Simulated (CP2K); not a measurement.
Two runs for the F K edge of acetyl fluoride. Run A: CP2K XAS_TDP, all-electron GAPW, PBEh(45%), aug-cc-pVDZ, TDA, no relativity. Run B differs in one setting.

First lines with a strength over 0.0015. A:

```csv
atom,energy (eV),states,"strength, one atom"
F3 (bonded to C),682.22,1,0.0116
,683.67,1,0.0252
,684.89,1,0.0131
,685.75,1,0.0018
,686.04,1,0.0021
```

B:

| atom | energy (eV) | states | strength, one atom |
| --- | --- | --- | --- |
| F3 (bonded to C) | 681.95 | 1 | 0.0110 |
|  | 683.68 | 1 | 0.0386 |
|  | 688.48 | 1 | 0.0016 |
|  | 690.46 | 1 | 0.0017 |
|  | 691.73 | 1 | 0.0092 |

Question: Which was it: scalar relativity switched on, the functional, GW2X switched on, the basis?

The basis (basis from aug-cc-pVDZ to 6-31G*; the lines alone don't name the new value). A basis moves diffuse and continuum lines far more than the leading valence line. For F3 the rule picks another line of the list in the two runs, so no shift is given.

[Banner, clock and machine lines of the logs are left out without a mark of their own.]

[Logs are printed without paths, hosts, clocks, repeated set-up lines and the standing remarks that a program may print on its own settings, such as how far it seeks lower states.]

[Hosts, paths, dates, database ids (printed as entryN), source tags and the programs' standing remarks are cut or masked in the printed files.]
